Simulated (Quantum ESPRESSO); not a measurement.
# NiO: spin spirals in supercells

This program has no spiral boundary conditions, so spirals of NiO are built in supercells. What do they cost, in energy and in time?

Program: Quantum ESPRESSO 7.5. Level of theory: PBE with U = 7.5 eV on Ni d (ortho-atomic projectors); plane waves with SSSP 1.3 efficiency PBE potentials, no spin-orbit coupling, flat spiral in a supercell. Results are calculated unless marked as measured.

## Step 1: Starting point

The structure is cubic, space group Fm-3m (No. 225). The conventional cell has a = 4.172 Å, b = 4.172 Å, c = 4.172 Å, α = 90.00°, β = 90.00°, γ = 90.00°. Ni has 6 O at 2.09 Å nearest. O has 6 Ni at 2.09 Å nearest. Farther neighbours and most contacts between anions are not listed.

The cell comes from the Crystallography Open Database.

## Step 2: Parallel moments, one cell

Contents of pw.in:

```
&CONTROL
  calculation = 'scf'
  prefix = 'pwscf'
  outdir = './tmp'
  pseudo_dir = './pseudo'
  disk_io = 'nowf'
/
&SYSTEM
  ibrav = 0
  celldm(1) = 8
  nat = 2
  ntyp = 2
  ecutwfc = 47
  ecutrho = 374
  nbnd = 38
  occupations = 'smearing'
  smearing = 'fd'
  degauss = 0.00734986
  noncolin = .true.
  starting_magnetization(1) = 0.1111
  angle1(1) = 90
  angle2(1) = 0
  starting_magnetization(2) = 0
/
&ELECTRONS
  conv_thr = 2d-08
  electron_maxstep = 150
  mixing_beta = 0.3
/
ATOMIC_SPECIES
Ni     58.6934 ni_pbe_v1.4.uspp.F.UPF
O      15.9990 O.pbe-n-kjpaw_psl.0.1.UPF
CELL_PARAMETERS alat
   0.0000000000000    0.4927228531442    0.4927228531442
   0.4927228531442    0.0000000000000    0.4927228531442
   0.4927228531442    0.4927228531442    0.0000000000000
ATOMIC_POSITIONS crystal
Ni      0.0000000000    0.0000000000    0.0000000000
O       0.5000000000    0.5000000000    0.5000000000
K_POINTS automatic
12 6 6 0 0 0
HUBBARD {ortho-atomic}
U Ni-3d 7.5000
```

Run with:

```bash
$ OMP_NUM_THREADS=1 mpirun -n 4 pw.x -nk 4 -in pw.in > pw.out
```

The program printed:

```text
Program PWSCF v.7.5 starts

     file O.pbe-n-kjpaw_psl.0.1.UPF: wavefunction(s)  2P renormalized

     Fixed quantization axis for GGA:     1.000000    0.000000    0.000000
     Message from routine setup:
     using ibrav=0 with symmetry is DISCOURAGED, use correct ibrav instead

     K-points division:     npool     =       4
     Subspace diagonalization in iterative solution of the eigenvalue problem:

     G-vector sticks info
     --------------------
     sticks:   dense  smooth     PW     G-vecs:    dense   smooth      PW
     Sum         805     397    127                15065     5209     965

     Using Slab Decomposition

     bravais-lattice index     =            0
     lattice parameter (alat)  =       8.0000  a.u.
     unit-cell volume          =     122.4921 (a.u.)^3
     number of atoms/cell      =            2
     number of atomic types    =            2
     number of electrons       =        24.00
     number of Kohn-Sham states=           38
     kinetic-energy cutoff     =      47.0000  Ry
     charge density cutoff     =     374.0000  Ry
     scf convergence threshold =      2.0E-08
     mixing beta               =       0.3000
     number of iterations used =            8  plain     mixing
     Exchange-correlation= SLA  PW   PBX  PBC
                           (   1   4   3   4   0   0   0)
     Noncollinear calculation without spin-orbit

     Hubbard projectors: ortho-atomic
     Hubbard parameters of DFT+U (Dudarev formulation) in eV:
     U(Ni-3d) =  7.5000

     Internal variables: lda_plus_u =T, lda_plus_u_kind = 0

     Internal variables: orbital_resolved =F, hub_pot_fix =F, apply_U = F

     celldm(1)=   8.000000  celldm(2)=   0.000000  celldm(3)=   0.000000
     celldm(4)=   0.000000  celldm(5)=   0.000000  celldm(6)=   0.000000

     crystal axes: (cart. coord. in units of alat)
               a(1) = (   0.000000   0.492723   0.492723 )
               a(2) = (   0.492723   0.000000   0.492723 )
               a(3) = (   0.492723   0.492723   0.000000 )

     reciprocal axes: (cart. coord. in units 2 pi/alat)
               b(1) = ( -1.014769  1.014769  1.014769 )
               b(2) = (  1.014769 -1.014769  1.014769 )
               b(3) = (  1.014769  1.014769 -1.014769 )

     PseudoPot. # 1 for Ni read from file:
     ni_pbe_v1.4.uspp.F.UPF
     Pseudo is Ultrasoft + core correction, Zval = 18.0
     Generated by new atomic code, or converted to UPF format
     Using radial grid of  865 points,  6 beta functions with:
                l(1) =   0
                l(2) =   0
                l(3) =   1
                l(4) =   1
                l(5) =   2
                l(6) =   2
     Q(r) pseudized with 10 coefficients,  rinner =    0.980   0.980   0.980
                                                       0.980   0.980

     PseudoPot. # 2 for O  read from file:
     O.pbe-n-kjpaw_psl.0.1.UPF
     Pseudo is Projector augmented-wave + core cor, Zval =  6.0
     Generated using "atomic" code by A. Dal Corso  v.5.0.99 svn rev. 10869
     Shape of augmentation charge: BESSEL
     Using radial grid of 1095 points,  4 beta functions with:
                l(1) =   0
                l(2) =   0
                l(3) =   1
                l(4) =   1
     Q(r) pseudized with 0 coefficients

     atomic species   valence    mass     pseudopotential
     Ni               18.00    58.69340     Ni( 1.00)
     O                 6.00    15.99900     O ( 1.00)

     16 Sym. Ops., with inversion, found

   Cartesian axes

     site n.     atom                  positions (alat units)
         1        Ni     tau(   1) = (   0.0000000   0.0000000   0.0000000  )
         2        O      tau(   2) = (   0.4927229   0.4927229   0.4927229  )

     number of k points=    93  Fermi-Dirac smearing, width (Ry)=  0.0073
                       cart. coord. in units 2pi/alat
        k(    1) = (   0.0000000   0.0000000   0.0000000), wk =   0.0023148
        k(    2) = (   0.1691282   0.1691282  -0.1691282), wk =   0.0185185
        k(    3) = (   0.3382564   0.3382564  -0.3382564), wk =   0.0185185
        k(    4) = (  -0.5073846  -0.5073846   0.5073846), wk =   0.0092593
        k(    5) = (   0.3382564  -0.0000000   0.0000000), wk =   0.0046296
        [... 88 further k-points ...]

     Dense  grid:    15065 G-vectors     FFT dimensions: (  36,  36,  36)

     Smooth grid:     5209 G-vectors     FFT dimensions: (  25,  25,  25)

     Check: negative core charge=   -0.000008
     Generating pointlists ...
     new r_m :   0.2032 (alat units)  1.6260 (a.u.) for type    1
     new r_m :   0.2032 (alat units)  1.6260 (a.u.) for type    2

     Initial potential from superposition of free atoms

     starting charge      22.0000, renormalised to      24.0000

     STARTING HUBBARD OCCUPATIONS:

     ================= HUBBARD OCCUPATIONS ================
     ------------------------ ATOM    1 ------------------------
     Tr[ns(  1)] (up, down, total) =   4.00000  4.00000  8.00000
     [... lines left out ...]
     Atomic magnetic moment mx, my, mz =     2.000000    0.000000    0.000000

     Number of occupied Hubbard levels =    8.0000

 ==============================================================================
     atom number    1 relative position :    0.0000   0.0000   0.0000
     charge :    16.786401  (integrated on a sphere of radius 0.203)
     magnetization :          1.852467    0.000000    0.000000
     magnetization/charge:    0.110355    0.000000    0.000000
     polar coord.: r, theta, phi [deg] :     1.852467   90.000000    0.000000

 ==============================================================================

 ==============================================================================
     atom number    2 relative position :    0.4927   0.4927   0.4927
     charge :     5.511383  (integrated on a sphere of radius 0.203)
     magnetization :          0.006337    0.000000    0.000000
     magnetization/charge:    0.001150    0.000000    0.000000
     polar coord.: r, theta, phi [deg] :     0.006337   90.000000    0.000000

 ==============================================================================

     Atomic wfc used for Hubbard projectors are orthogonalized

     Starting wfcs are   34 randomized atomic wfcs +    4 random wfcs
     Checking if some PAW data can be deallocated...

     Self-consistent Calculation

     iteration #  1     ecut=    47.00 Ry     beta= 0.30
     Davidson diagonalization with overlap
     ethr =  1.00E-02,  avg # of iterations =  6.2

     ================= HUBBARD OCCUPATIONS ================
     ------------------------ ATOM    1 ------------------------
     Tr[ns(  1)] (up, down, total) =   2.18420  2.18420  4.36840
     [... lines left out ...]
     Atomic magnetic moment mx, my, mz =     2.879026   -0.000000   -0.000000

     Number of occupied Hubbard levels =    4.3684

     total energy              =    -377.74807429 Ry
     estimated scf accuracy    <      25.41607513 Ry

     total magnetization       =     3.09    -0.00     0.00 Bohr mag/cell
     absolute magnetization    =     3.15 Bohr mag/cell

     iteration #  2     ecut=    47.00 Ry     beta= 0.30
     Davidson diagonalization with overlap
     ethr =  1.00E-02,  avg # of iterations =  3.1

     total energy              =    -383.10131955 Ry
     estimated scf accuracy    <       9.85240252 Ry

     total magnetization       =     0.29     0.00    -0.00 Bohr mag/cell
     absolute magnetization    =     0.29 Bohr mag/cell

     iteration #  3     ecut=    47.00 Ry     beta= 0.30
     Davidson diagonalization with overlap
     ethr =  1.00E-02,  avg # of iterations =  2.0

     total energy              =    -384.52450303 Ry
     estimated scf accuracy    <       0.49961903 Ry

     total magnetization       =     2.01     0.00    -0.00 Bohr mag/cell
     absolute magnetization    =     2.04 Bohr mag/cell

     [... further iterations left out ...]

     iteration #  9     ecut=    47.00 Ry     beta= 0.30
     Davidson diagonalization with overlap
     ethr =  1.05E-07,  avg # of iterations =  1.0

     total energy              =    -384.77381630 Ry
     estimated scf accuracy    <       0.00000444 Ry

     total magnetization       =     2.00     0.00     0.00 Bohr mag/cell
     absolute magnetization    =     2.01 Bohr mag/cell

     iteration # 10     ecut=    47.00 Ry     beta= 0.30
     Davidson diagonalization with overlap
     ethr =  1.85E-08,  avg # of iterations =  2.0

     total energy              =    -384.77381773 Ry
     estimated scf accuracy    <       0.00000002 Ry

     total magnetization       =     2.00    -0.00     0.00 Bohr mag/cell
     absolute magnetization    =     2.01 Bohr mag/cell

     iteration # 11     ecut=    47.00 Ry     beta= 0.30
     Davidson diagonalization with overlap
     ethr =  9.60E-11,  avg # of iterations =  2.0

     total energy              =    -384.77381809 Ry
     estimated scf accuracy    <       0.00000002 Ry

     total magnetization       =     2.00    -0.00     0.00 Bohr mag/cell
     absolute magnetization    =     2.01 Bohr mag/cell

     iteration # 12     ecut=    47.00 Ry     beta= 0.30
     Davidson diagonalization with overlap
     ethr =  9.60E-11,  avg # of iterations =  2.0

 ==============================================================================
     atom number    1 relative position :    0.0000   0.0000   0.0000
     charge :    15.595955  (integrated on a sphere of radius 0.203)
     magnetization :          1.758131    0.000000   -0.000000
     magnetization/charge:    0.112730    0.000000   -0.000000
     polar coord.: r, theta, phi [deg] :     1.758131   90.000000    0.000000

 ==============================================================================

 ==============================================================================
     atom number    2 relative position :    0.4927   0.4927   0.4927
     charge :     5.749940  (integrated on a sphere of radius 0.203)
     magnetization :          0.176268    0.000000   -0.000000
     magnetization/charge:    0.030656    0.000000   -0.000000
     polar coord.: r, theta, phi [deg] :     0.176268   90.000000    0.000000

 ==============================================================================

     End of self-consistent calculation

     ================= HUBBARD OCCUPATIONS ================
     ------------------------ ATOM    1 ------------------------
     Tr[ns(  1)] (up, down, total) =   4.08541  4.08541  8.17083
     [... lines left out ...]
     Atomic magnetic moment mx, my, mz =     1.785719   -0.000000   -0.000000

     Number of occupied Hubbard levels =    8.1708
     [... lines left out ...]
     the Fermi energy is    14.9393 ev

!    total energy              =    -384.77381840 Ry
     estimated scf accuracy    <          8.8E-10 Ry
     smearing contrib. (-TS)   =      -0.00000002 Ry
     internal energy E=F+TS    =    -384.77381839 Ry

     The total energy is F=E-TS. E is the sum of the following terms:
     one-electron contribution =    -215.44452978 Ry
     hartree contribution      =     122.44749125 Ry
     xc contribution           =     -43.10923078 Ry
     ewald contribution        =    -239.22330751 Ry
     Hubbard energy            =       0.06703388 Ry
     one-center paw contrib.   =      -9.51127545 Ry

     total magnetization       =     2.00     0.00     0.00 Bohr mag/cell
     absolute magnetization    =     2.01 Bohr mag/cell

     convergence has been achieved in  12 iterations

=------------------------------------------------------------------------------=
   JOB DONE.
=------------------------------------------------------------------------------=
```

Run time: 20 s. Hardware: 4 MPI ranks of Arm Neoverse V2, shared host; peak memory 0.4 GiB.

Spin moment in the atom's sphere by atom:

```tsv
atom	x (μB)	y (μB)	z (μB)	size
Ni1	1.76	0.00	0.00	1.76
O2	0.18	0.00	0.00	0.18
```

Read from the output:

* smearing term TS: 2.26e-7 eV
* magnetization: 2, 0, 0 μB
* absolute magnetization: 2.011 μB
* final state: ferromagnetic

## Step 3: One turn in 2 cells along the input cell's a

Neighbouring cells are turned by 180° in the xy plane; the cell holds 4 atoms.

Contents of pw.in:

```
&CONTROL
  calculation = 'scf'
  prefix = 'pwscf'
  outdir = './tmp'
  pseudo_dir = './pseudo'
  disk_io = 'nowf'
/
&SYSTEM
  ibrav = 0
  celldm(1) = 8
  nat = 4
  ntyp = 4
  ecutwfc = 47
  ecutrho = 374
  nbnd = 66
  occupations = 'smearing'
  smearing = 'fd'
  degauss = 0.00734986
  noncolin = .true.
  starting_magnetization(1) = 0.1111
  angle1(1) = 90
  angle2(1) = 0
  starting_magnetization(2) = 0.1111
  angle1(2) = 90
  angle2(2) = 180
  starting_magnetization(3) = 0
  starting_magnetization(4) = 0
/
&ELECTRONS
  conv_thr = 4d-08
  electron_maxstep = 150
  mixing_beta = 0.3
/
ATOMIC_SPECIES
Ni1    58.6934 ni_pbe_v1.4.uspp.F.UPF
Ni2    58.6934 ni_pbe_v1.4.uspp.F.UPF
O1     15.9990 O.pbe-n-kjpaw_psl.0.1.UPF
O2     15.9990 O.pbe-n-kjpaw_psl.0.1.UPF
CELL_PARAMETERS alat
   0.0000000000000    0.9854457062883    0.9854457062883
   0.4927228531442    0.0000000000000    0.4927228531442
   0.4927228531442    0.4927228531442    0.0000000000000
ATOMIC_POSITIONS crystal
Ni1     0.0000000000    0.0000000000    0.0000000000
Ni2     0.5000000000    0.0000000000    0.0000000000
O1      0.2500000000    0.5000000000    0.5000000000
O2      0.7500000000    0.5000000000    0.5000000000
K_POINTS automatic
6 6 6 0 0 0
HUBBARD {ortho-atomic}
U Ni1-3d 7.5000
U Ni2-3d 7.5000
```

The program printed:

```text
     [... lines left out ...]
Program PWSCF v.7.5 starts
     [... lines left out ...]
     number of atoms/cell      =            4
     [... lines left out ...]
     number of electrons       =        48.00
     number of Kohn-Sham states=           66
     kinetic-energy cutoff     =      47.0000  Ry
     charge density cutoff     =     374.0000  Ry
     scf convergence threshold =      4.0E-08
     [... lines left out ...]
     Noncollinear calculation without spin-orbit
     [... lines left out ...]
      2 Sym. Ops. (no inversion) found
     [... lines left out ...]
     number of k points=   114  Fermi-Dirac smearing, width (Ry)=  0.0073
     [... lines left out ...]
     iteration # 16     ecut=    47.00 Ry     beta= 0.30
     [... lines left out ...]
     atom number    1 relative position :    0.0000   0.0000   0.0000
     [... lines left out ...]
     magnetization :          1.714621   -0.000101   -0.000101
     [... lines left out ...]
     atom number    2 relative position :    0.0000   0.4927   0.4927
     [... lines left out ...]
     magnetization :         -1.714622   -0.000381   -0.000381
     [... lines left out ...]
     atom number    3 relative position :    0.4927   0.4927   0.4927
     [... lines left out ...]
     magnetization :          0.000001   -0.000011   -0.000011
     [... lines left out ...]
     atom number    4 relative position :    0.4927   0.9854   0.9854
     [... lines left out ...]
     magnetization :          0.000002   -0.000024   -0.000024
     [... lines left out ...]
     Tr[ns(  1)] (up, down, total) =   4.09815  4.09825  8.19640
     [... lines left out ...]
     Tr[ns(  2)] (up, down, total) =   4.09801  4.09840  8.19640
     [... lines left out ...]
     the Fermi energy is    14.6249 ev
!    total energy              =    -769.55954096 Ry
     estimated scf accuracy    <          3.4E-10 Ry
     smearing contrib. (-TS)   =      -0.00000000 Ry
     [... lines left out ...]
     total magnetization       =     0.00    -0.00    -0.00 Bohr mag/cell
     absolute magnetization    =     3.69 Bohr mag/cell
     convergence has been achieved in  16 iterations
```

It took 2.3 min on 4 MPI ranks; peak memory 0.85 GiB.

Spin moment in the atom's sphere by atom:

```tsv
atom	x (μB)	y (μB)	z (μB)	size
Ni1	1.71	0.00	0.00	1.71
Ni2	-1.71	0.00	0.00	1.71
O3	0.00	0.00	0.00	0.00
O4	0.00	0.00	0.00	0.00
```

This step gave:

```
smearing term TS       : 9.74e-9 eV
magnetization          : 0, -0.001, -0.001 μB
absolute magnetization : 3.691 μB
final state            : antiferromagnetic
```

(Part 1 of 2 ends here.)

[Logs and program files are shortened in this print: banners, set-up blocks, solver, clock and traceback lines can be left out without a mark of their own.]

[Logs are printed without paths, hosts, clocks, repeated set-up lines and the standing remarks that a program may print on its own settings, such as how far it seeks lower states.]

[Hosts, paths, dates, database ids (printed as entryN), source tags and the programs' standing remarks are cut or masked in the printed files.]

[Where a cell is said to come from a database of computed structures, the database is the Materials Project.]
